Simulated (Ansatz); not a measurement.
**Where Si_C (site 1) puts its levels in the gap of SiC (P6_3mc)**

Charge states of Si_C (site 1) in SiC (P6_3mc), set against the band edges. Model: a cell of 108 host atoms with 1 C taken out and 1 Si put in.

Main program and level: Ansatz 0.2.0; place-levels on r2SCAN runs: charge-transition levels and formation energies with image-charge correction and potential alignment at the atomic sites; PAW set soft_1.

The experiments to compare with:

“Charge spill-out and work function of few-layer graphene on SiC(0001)” (2018, arxiv:1806.04908) quotes from earlier work for SiC, 6H (bulk crystal, literature): band gap (indirect gap, experimental literature value) 3.03 eV [Literature value cited in passing in the theory part; temperature and measurement method …].

This is a report of a sequence of runs, with most program output left out.

## Step 1: The starting structure

The cell holds 108 atoms: 55 Si and 53 C. Its edges and angles: a = 9.236 Å, b = 9.236 Å, c = 15.108 Å, α = 90.0°, β = 90.0°, γ = 120.0°. It derives from SiC (space group P6_3mc). Nearest the centre at fractional (0.556, 0.444, 0.542): Si59 at 0.00 Å, Si89 at 1.89 Å, Si53 at 1.89 Å, Si101 at 1.89 Å, Si51 at 1.89 Å, C23 at 3.08 Å, C47 at 3.08 Å, C11 at 3.08 Å.

Known beforehand: the electronic dielectric constant, (7.09, 7.09, 7.35), and the static one, (10.43, 10.43, 10.95), computed on the host (DFPT, PBEsol, on the r2SCAN cell), and a cell off the functional's own equilibrium shifts the ionic part.

The cell's shortest repeat is 9.2 Å.

## Step 2: What was run first

A transition level is the Fermi level at which two charge states cost the same, so each charge needs its own total energy, at its own relaxed structure.

Random displacements of about 0.05 Å break the site symmetry at the start, so that the relaxation can reach a distorted minimum if there is one. Forces are taken at one point at (¼, ¼, ¼). The cell holds 2 electrons more than the neutral one, with a uniform background that keeps it neutral on the whole.

The sampling was tested on the host first: at the k-points planned (1x1x1 shifted 0.25 0.25 0.25) its energy lies -0.041 eV an atom from the dense-mesh value, a large miss, so this sampling is coarse for the host.

One state's input; the others differ in charge, spin, start and seed, and in occupations where the table says so.

qm2.relax/input.yaml

```yaml
crystal:
  lattice:
    - [9.23599493, 0.0, 0.0]
    - [-4.61799746, 7.99860624, 0.0]
    - [0.0, 0.0, 15.1078644]
  atoms:
    - { symbol: Si, position: [0.11111111, 0.22222222, 0.8329854] }
    - { symbol: Si, position: [0.22222222, 0.11111111, 0.3329854] }
[... 8 atom lines left out ...]
    - { symbol: C, position: [0.22222222, 0.11111111, 0.54152848] }
[... 11 atom lines left out ...]
    - { symbol: C, position: [0.22222222, 0.44444444, 0.54152848] }
[... 5 atom lines left out ...]
    - { symbol: Si, position: [0.0, 0.66666667, 0.49972248] }
[... 11 atom lines left out ...]
    - { symbol: Si, position: [0.33333333, 0.0, 0.49972248] }
[... 3 atom lines left out ...]
    - { symbol: C, position: [0.44444444, 0.22222222, 0.70799668] }
[... 1 atom line left out ...]
    - { symbol: C, position: [0.55555556, 0.11111111, 0.54152848] }
[... 2 atom lines left out ...]
    - { symbol: Si, position: [0.55555556, 0.44444444, 0.3329854] }
    - { symbol: Si, position: [0.55555556, 0.44444444, 0.66650102] }
[... 1 atom line left out ...]
    - { symbol: Si, position: [0.33333333, 0.33333333, 0.49972248] }
[... 2 atom lines left out ...]
    - { symbol: C, position: [0.33333333, 0.33333333, 0.37436694] }
    - { symbol: C, position: [0.44444444, 0.55555556, 0.70799668] }
[... 1 atom line left out ...]
    - { symbol: Si, position: [0.55555556, 0.44444444, 0.54152848] }
[... 11 atom lines left out ...]
    - { symbol: C, position: [0.55555556, 0.77777778, 0.54152848] }
[... 17 atom lines left out ...]
    - { symbol: Si, position: [0.66666667, 0.33333333, 0.49972248] }
[... 2 atom lines left out ...]
    - { symbol: C, position: [0.66666667, 0.33333333, 0.37436694] }
    - { symbol: C, position: [0.77777778, 0.55555556, 0.70799668] }
[... 1 atom line left out ...]
    - { symbol: C, position: [0.88888889, 0.44444444, 0.54152848] }
[... 5 atom lines left out ...]
    - { symbol: Si, position: [0.66666667, 0.66666667, 0.49972248] }
[... 2 atom lines left out ...]
    - { symbol: C, position: [0.66666667, 0.66666667, 0.37436694] }
[... 2 atom lines left out ...]
    - { symbol: C, position: [0.88888889, 0.77777778, 0.54152848] }
    - { symbol: C, position: [0.77777778, 0.88888889, 0.04152848] }
  host:
    repeats: [3, 3, 1]
    atoms:
      - { symbol: Si, position: [0.33333333, 0.66666667, 0.8329854] }
      - { symbol: Si, position: [0.66666667, 0.33333333, 0.3329854] }
      # ... 10 more atoms of the perfect host
total_charge: -2
basis:
  ecutwfc: 500
  xc_grid: 2
hamiltonian:
  xc: r2scan
  pseudopotentials: { kind: paw, azcp: { folder: soft_1 } }
kpoints:
  mp_grid: { grid: [1, 1, 1], shift: [0.25, 0.25, 0.25] }
scf:
  occupations: { method: fixed }
  max_iter: 100
output:
  forces: true
  charged_corrections:
    epsilon: [7.09, 7.09, 7.35]
    static_epsilon: [10.43, 10.43, 10.95]
    defect_position: [0.555556, 0.444444, 0.541528]
relax:
  f_tol: 0.02
  max_steps: 80
  random_displacement: { amplitude: 0.05, seed: 5893 }
checkpoint:
  write: "../qm2.relax.run"
  compress: false
  write_wavefunctions: true
  write_every: 100000
```

Run with:

```console
> ansatz run input.yaml --threads 8 --pin off --max-ram 15073MiB --backend cpu --events-out ev --progress --plain --runs-dir out
```

The relaxed structure is kept and the sampling changed to a 2×2×2 shifted mesh.

The run of this state that the levels use, under r2SCAN:

qm2.point/input.yaml

```yaml
crystal:
  checkpoint: "../qm2.relax.run"
  host: checkpoint
total_charge: -2
basis:
  ecutwfc: 500
  xc_grid: 2
hamiltonian:
  xc: r2scan
  pseudopotentials: { kind: paw, azcp: { folder: soft_1 } }
kpoints:
  mp_grid: { grid: [2, 2, 2], shift: [0.5, 0.5, 0.5] }
scf:
  occupations: { method: fermi_dirac, width: 0.01 }
  max_iter: 100
output:
  forces: true
  eigenvalues: true
  charged_corrections:
    epsilon: [7.09, 7.09, 7.35]
    static_epsilon: [10.43, 10.43, 10.95]
    defect_position: [0.555556, 0.444444, 0.541528]
  eigenstates: { localisation: true }
  populations: true
  band_densities: [{ bands: [v1, v1] }, { bands: [c1, c1] }]
  write_density: true
  write_potential: true
  volumetric_format: npy
checkpoint:
  read: "../qm2.relax.run"
  write: "../qm2.point.run"
  compress: false
  write_wavefunctions: false
  write_every: 100000
```

Relaxations under r2SCAN at one point at (¼, ¼, ¼); times on 8 threads of Arm Neoverse V1, shared host:

```csv
charge,moment (μB),occupations,outcome,steps,largest displacement against the far atoms (Å),time
−2,0,fixed,converged,9,0.30,2.6 min
−1,1,fixed,converged,7,0.29,4.6 min
0,0,fixed,converged,6,0.28,1.7 min
+1,1,fixed,converged,9,0.31,6.1 min
+2,0,fixed,converged,10,0.34,2.9 min
−2,2,fixed,converged,6,0.29,4.4 min
+2,2,fixed,converged,7,0.36,4.8 min
```

Single points under r2SCAN at a 2×2×2 shifted mesh; times on 8 threads of Arm Neoverse V1, shared host:

```
charge  moment (μB)  occupations    outcome     time
    −2            0  fermi-dirac  converged    2 min
    −1            1  fermi-dirac  converged    5 min
     0            0  fermi-dirac  converged  1.8 min
    +1            1  fermi-dirac  converged  4.7 min
    +2            0  fermi-dirac  converged  1.9 min
    −2            2  fermi-dirac  converged  4.4 min
    +2            2  fermi-dirac  converged  4.4 min
```

Distances (Å) from Si59 to the nearest atoms after relaxation with r2SCAN:

```csv
charge,moment (μB),1.,2.,3.,4.,5.,6.
−2,0,Si 2.14,Si 2.14,Si 2.14,Si 2.15,C 3.12,C 3.12
−2,2,Si 2.14,Si 2.14,Si 2.14,Si 2.15,C 3.12,C 3.12
−1,1,Si 2.14,Si 2.14,Si 2.14,Si 2.15,C 3.12,C 3.12
0,0,Si 2.13,Si 2.14,Si 2.14,Si 2.14,C 3.12,C 3.12
+1,1,Si 2.15,Si 2.16,Si 2.16,Si 2.21,C 3.09,C 3.09
+2,0,Si 2.16,Si 2.16,Si 2.17,Si 2.28,C 3.03,C 3.06
+2,2,Si 2.17,Si 2.17,Si 2.21,Si 2.22,C 3.10,C 3.10
```

## Step 3: Placing the levels, r2SCAN

A charged cell interacts with its images and the background, and its potential has another zero than the host's. place-levels removes the first by a point-charge model, screened by the static dielectric constant since the ions have relaxed around the charge, and the second by comparing potentials at atoms far from the defect.

The host is a run of the defect-free crystal in the same cutoffs, grids and k-points, so that basis and sampling errors cancel in part in the differences. The host is run in a cell of 12 atoms on a matching mesh. Its band edges are searched through the zone by a band path, so the gap is smaller than, or equal to, that on the mesh. Chemical potentials are energies per atom of C (diamond) and Si (diamond), run with the same functional and cutoff. Carbon is taken as diamond, which semilocal functionals can put about 0.1 eV an atom over graphite.

levels.point.yaml

```yaml
host:
  run: host.point.run
states: [qm2.point.run, qm1_M1.point.run, q0.point.run, qp1_M1.point.run, qp2.point.run, qm2_M2.point.run, qp2_M2.point.run]
geometry_from:
  qm2.point.run: qm2.relax.run
  qm1_M1.point.run: qm1_M1.relax.run
  q0.point.run: q0.relax.run
  qp1_M1.point.run: qp1_M1.relax.run
  qp2.point.run: qp2.relax.run
  qm2_M2.point.run: qm2_M2.relax.run
  qp2_M2.point.run: qp2_M2.relax.run
  host.point.run: host.relax.run
chemical_potentials:
  C:
    energy: -251.553391
    dataset: "<sha256 of the dataset>"
  Si:
    energy: -639.06578
    dataset: <sha256 of the dataset>
epsilon: [7.09, 7.09, 7.35]
static_epsilon: [10.43, 10.43, 10.95]
vertical:
  - { from: qm2.point.run, to: qm2.point_neutral.run }
  - { from: qm1_M1.point.run, to: qm1_M1.point_neutral.run }
  - { from: qp1_M1.point.run, to: qp1_M1.point_neutral.run }
  - { from: qp2.point.run, to: qp2.point_neutral.run }
  - { from: qm2_M2.point.run, to: qm2_M2.point_neutral.run }
  - { from: qp2_M2.point.run, to: qp2_M2.point_neutral.run }
```

Run with:

```console
> ansatz place-levels levels.point.yaml -- --threads 8 --pin off --max-ram 15073MiB
```

Wall time 1.1 s (8 threads of Arm Neoverse V1, shared host).

Levels between the charges placed, in eV above the valence top:

```
        gap (eV)  (+2/+1)  (+1/0)  (0/−1)  (−1/−2)
r2SCAN      2.37    -0.08    0.12    2.41     2.45
```

Corrections by state:

| charge | moment (μB) | image terms and alignment (eV) | band filling (eV) | ε used | over the lowest of its charge, as the program ranks them, band filling apart (eV) |
| --- | --- | --- | --- | --- | --- |
| +2 | 2.0 | 0.680 | -0.211 | principal values (10.43, 10.43, 10.95) | 0.000 |
| +1 | 1.0 | 0.223 | - | principal values (10.43, 10.43, 10.95) | 0.000 |
| 0 | 0.0 | 0.000 | - | - | 0.000 |
| −1 | 1.0 | 0.018 | -0.335 | principal values (10.43, 10.43, 10.95) | 0.000 |
| −2 | 0.0 | 0.224 | -0.861 | principal values (10.43, 10.43, 10.95) | 0.000 |
| +2 | 0.0 | 0.678 | - | principal values (10.43, 10.43, 10.95) | 0.122 |
| −2 | 2.0 | 0.220 | - | principal values (10.43, 10.43, 10.95) | 0.022 |

The charged structures listed were also run neutral, and place-levels reads from each pair, by the potential or the spins, how wide the charge is by which they differ; that can be the carrier of either run.

```
charge  rms radius (Å)  spread where it is widest against the cell (Å)  wide from (Å)  reading
    +2             2.8                                            1.50           1.39     wide
    +1             2.4                                            1.68           1.39     wide
    −1             8.5                                            3.63           1.39     wide
    −2             8.6                                            3.72           1.39     wide
```

The neutral runs of these pairs need not share the spin of the lowest neutral state, and very wide values only mean spread over the cell.

From the program's caveats on the states, each cut to its opening words:

- charge +2 (2 μB): it parts from the run at its places by a charge that spreads by about 1.5 Å along one vector (1.4 Å or more is wide), by its potential at epsilon [7.09, 7.09, [...]
- charge +2 (2 μB): a band-filling correction moves a carrier to the host's band edge, which changes its energy by -0.211 eV
- charge +2 (2 μB): the host's ions (past the first shell or, of a walk that freed a part, those that it held) aren't shown at rest: they stand up to 0.073 Å off their sites, 1.42 [...]
- charge +2 (2 μB), +1 (1 μB), −1 (1 μB), −2 (2 μB): flagged: stability check not made
- charge +1 (1 μB): it parts from the run at its places by a charge that spreads by about 1.7 Å along one vector (1.4 Å or more is wide), by its potential at epsilon [7.09, 7.09, [...]
- charge +1 (1 μB): the host's ions (past the first shell or, of a walk that freed a part, those that it held) aren't shown at rest: they stand up to 0.094 Å off their sites, 3.11 [...]
- charge +1 (1 μB): its sublattices stand up to 0.0389 Å off the host's, which by the two runs' forces adds about +0.02 eV to its energy against the host's, and moves the band [...]
- charge −1 (1 μB): it parts from the run at its places by a charge that spreads by about 3.6 Å along one vector (1.4 Å or more is wide), by its potential at epsilon [7.09, 7.09, [...]
- charge −1 (1 μB): a band-filling correction moves a carrier to the host's band edge, which changes its energy by -0.335 eV
- charge −1 (1 μB): its alignment with the host at atomic sites is doubtful: the mean over the far sites moves by -0.0845 eV from their farther parts to their nearer, more than [...]
- charge −1 (1 μB): the host's ions (past the first shell or, of a walk that freed a part, those that it held) aren't shown at rest: they stand up to 0.087 Å off their sites, 2.90 [...]
- charge −1 (1 μB): its sublattices stand up to 0.0307 Å off the host's, which by the two runs' forces adds about +0.02 eV to its energy against the host's, and moves the band [...]
- charge −1 (1 μB): its moments are held at its close (magnetization.spin_locking), by a field of 0.033 eV a Bohr magneton, and its energy and levels are of the state that this [...]
- charge −2, −2 (2 μB): it parts from the run at its places by a charge that spreads by about 3.7 Å along one vector (1.4 Å or more is wide), by its potential at epsilon [7.09, 7.09, [...]

Chemical potentials of the elements' reference phases, run alike. Formation energies (elemental references), with the Fermi level at the valence top and at the conduction bottom (gap 2.37 eV):

```csv
charge,at valence top (eV),at conduction bottom (eV),correction included (eV)
+2,4.64,9.37,0.47
+1,4.55,6.92,0.22
0,4.67,4.67,0.00
−1,7.08,4.71,-0.32
−2,9.53,4.79,-0.64
```

```json
{"Fermi level (eV)": "0.00", "lowest formation energy (eV)": "4.55"}
{"Fermi level (eV)": "0.22", "lowest formation energy (eV)": "4.67"}
{"Fermi level (eV)": "0.43", "lowest formation energy (eV)": "4.67"}
{"Fermi level (eV)": "0.65", "lowest formation energy (eV)": "4.67"}
{"Fermi level (eV)": "0.86", "lowest formation energy (eV)": "4.67"}
{"Fermi level (eV)": "1.08", "lowest formation energy (eV)": "4.67"}
{"Fermi level (eV)": "1.29", "lowest formation energy (eV)": "4.67"}
{"Fermi level (eV)": "1.51", "lowest formation energy (eV)": "4.67"}
{"Fermi level (eV)": "1.72", "lowest formation energy (eV)": "4.67"}
{"Fermi level (eV)": "1.94", "lowest formation energy (eV)": "4.67"}
{"Fermi level (eV)": "2.15", "lowest formation energy (eV)": "4.67"}
{"Fermi level (eV)": "2.37", "lowest formation energy (eV)": "4.67"}
```

## Step 4: The same at the relaxations' own k-points

The relaxations' own energies give the levels at their sampling, for comparison.

levels.relax_mesh.yaml

```yaml
host:
  run: host.relax.run
states: [qm2.relax.run, qm1_M1.relax.run, q0.relax.run, qp1_M1.relax.run, qp2.relax.run, qm2_M2.relax.run, qp2_M2.relax.run]
chemical_potentials:
  C:
    energy: -251.553391
    dataset: "<sha256 of the dataset>"
  Si:
    energy: -639.06578
    dataset: <sha256 of the dataset>
```

Run with:

```console
> ansatz place-levels levels.relax_mesh.yaml -- --threads 8 --pin off --max-ram 15073MiB
```

The job ended after 0.3 s (8 threads).

Levels between neighbouring charges, in eV above the valence top:

```
                        gap (eV)  (+2/+1)  (+1/0)  (0/−1)  (−1/−2)
one point at (¼, ¼, ¼)      2.38    -0.12    0.12    2.43     2.43
  a 2×2×2 shifted mesh      2.37    -0.08    0.12    2.41     2.45
```

Going from one point at (¼, ¼, ¼) to a 2×2×2 shifted mesh moves the levels that carry no band-filling term by up to 0.00 eV and formation energies against the elements by up to 0.09 eV; band-filling terms, which differ between samplings, are in these energies.

## Step 5: Outcome

| Property | Result |
| --- | --- |
| gap of the host | 2.37 eV (r2SCAN) |
| level (plus 2/plus 1) | 0.08 eV below the valence top (-0.30 eV above the valence top without the band-filling term) |
| level (plus 1/0) | 0.12 eV above the valence top |
| level (0/minus 1) | 2.41 eV above the valence top, past the conduction bottom (2.74 eV above the valence top without the band-filling term) |
| level (minus 1/minus 2) | 2.45 eV above the valence top, past the conduction bottom (2.97 eV above the valence top without the band-filling term) |
| lowest of the charges placed, just above the valence top (0.02 eV) | +1 |
| lowest of the charges placed, just below the conduction bottom (0.02 eV) | 0 |
| lowest formation energy at mid-gap of the charges run, elemental references | 4.67 eV |

What this shows: Of the charges placed (−2, −1, 0, +1 and +2), the lowest changes at 0.12 eV (+1/0) above the valence top, in a gap of 2.37 eV. (+1/0) lies nearer to a band edge than the share of the finite-size correction in it (0.22 eV), and that correction holds for a localised charge alone. (+1/0) lies 0.12 eV from a band edge, less than the doubt on such levels. States placed: +2 at 2 μB and 0 μB; +1 at 1 μB; 0 at 0 μB; −1 at 1 μB; −2 at 0 μB and 2 μB. Other spin states or structures, where not listed, weren't placed. The program finds carriers beyond a band edge of the host and adds a band-filling term at charge −2 (-0.86 eV), −1 (-0.34 eV) and +2 (-0.21 eV); steps to such a charge show no bound level, and a defect level inside a band would be read the same way. Going from one point at (¼, ¼, ¼) to a 2×2×2 shifted mesh moves the levels that carry no band-filling term by up to 0.00 eV and formation energies against the elements by up to 0.09 eV; band-filling terms, which differ between samplings, are in these energies. The program doubts the alignment of potentials for at least one state, a sign that the cell is small. Keep in mind: r2SCAN makes the gap too small and tends to spread out bound carriers; force components of up to 0.75 eV/Å remain in a run at the final settings.

Calculation against experiment:

| quantity | measured | r2SCAN |
| --- | --- | --- |
| band gap (least gap of the host) (eV) | 3.03 | 2.37 (-0.66 eV) |

Measured values from arxiv:1806.04908 (2018).

**Verdict.** The band gap is off by -0.66 eV: a clear miss. Local and semilocal functionals usually give gaps below the measured ones. Zero-point and thermal motion shift the measured gap.

[Logs are printed without paths, hosts, clocks, repeated set-up lines and the standing remarks that a program may print on its own settings, such as how far it seeks lower states.]

[Hosts, paths, dates, database ids (printed as entryN), source tags and the programs' standing remarks are cut or masked in the printed files.]

[Where a table of states has a column of steps, it counts the stored structures, which are thinned; the runs took as many ionic steps or more.]

[A defect's name tells the site on which it was built; relaxed atoms can leave that site.]

[For some hosts the program warned that the k-mesh of the response run may be too coarse for force constants and the static dielectric constant; such warnings are not shown here.]
